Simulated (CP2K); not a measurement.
The O K edge of water pentamer was computed by TDDFT (CP2K XAS_TDP, aug-cc-pVDZ, TDA) at these levels: PBE0, PBEh(45%) and PBEh(45%) + GW2X. The first three lines of O1 (bonded to 2 H, gives 1 H bond, takes 1) with a strength over 0.0015, energy in eV and strength:

```tsv
run	first	second	third
1	521.37 (0.005)	522.18 (0.005)	522.40 (0.002)
2	535.75 (0.014)	537.25 (0.008)	537.59 (0.005)
3	530.01 (0.014)	531.52 (0.008)	531.85 (0.005)
```

**Question.** Which run is which?

Run 1: PBE0 (25 % exact exchange). Run 2: PBEh(45%) + GW2X (45 % exact exchange). Run 3: PBEh(45%) (45 % exact exchange). Self-interaction lifts the core level, so the uncorrected lines rise with the share of exact exchange. The GW2X run keeps the spacings of its parent: 1.50 eV between the first two lines in run 2, 1.51 eV in run 3. Its shift is +5.74 eV, since the Kohn–Sham level at this share of exchange lies that far above the quasiparticle level.

[Banner, clock and machine lines of the logs are left out without a mark of their own.]

[Logs are printed without paths, hosts, clocks, repeated set-up lines and the standing remarks that a program may print on its own settings, such as how far it seeks lower states.]

[Hosts, paths, dates, database ids (printed as entryN), source tags and the programs' standing remarks are cut or masked in the printed files.]
